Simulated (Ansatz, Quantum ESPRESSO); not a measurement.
# Si3N4 [001], beta: uniaxial strain and lateral response

The c axis is held at a set length while the cell relaxes sideways. How do the lateral strain and the stress follow? The strained cell has c along the load; unstrained it is a = 7.6267 Å, b = 7.6267 Å, c = 2.9111 Å, α = 90.00°, β = 90.00°, γ = 120.00°, with 14 atoms.

Calculated with Quantum ESPRESSO 7.5, PBEsol, GBRV 1.5 ultrasoft potentials, cutoff 680 eV, Fermi–Dirac smearing 0.02 eV, k-mesh 4×4×9, no spin polarisation, no spin-orbit coupling.

```csv
ε_c (%),a (Å),c (Å),ε_a (%),"σ (GPa, tension positive)"
−3,7.6694,2.8238,0.560,−15.84
−2,7.6554,2.8529,0.377,−10.29
−1,7.6415,2.8820,0.194,−5.03
0,7.6267,2.9111,0.000,0.00
2,7.5973,2.9694,−0.385,9.29
3,7.5825,2.9985,−0.580,13.58
```

**Question.** Fit both responses and give the free strain and the stress at +1 %, a row left out above.

Least squares with y = y0 + y1 ε + y2 ε² (ε in %) gives ε_a = 0.002 + (−0.1903) ε + (−0.0013) ε² and σ = 0.00 + (4.901) ε + (−0.125) ε² GPa. The linear terms put the ratio of free to applied strain at −0.190 and the Young modulus at 490 GPa.

At +1 % the free strain comes out as −0.190 %. The run itself gives −0.197 %, so the estimate misses by 0.007 %, more than the largest misfit of the fitted rows (0.003 %).

The stress comes out as 4.78 GPa. The run itself gives 4.78 GPa, so the estimate misses by 0.00 GPa, a rounding's worth.

The negative ε² term means that the crystal stiffens in compression and softens in tension.

The same fit over all rows at other levels or in other programs gives the strain ratio = −0.190 with PBEsol (Ansatz).

[Logs are printed without paths, hosts, clocks, repeated set-up lines and the standing remarks that a program may print on its own settings, such as how far it seeks lower states.]
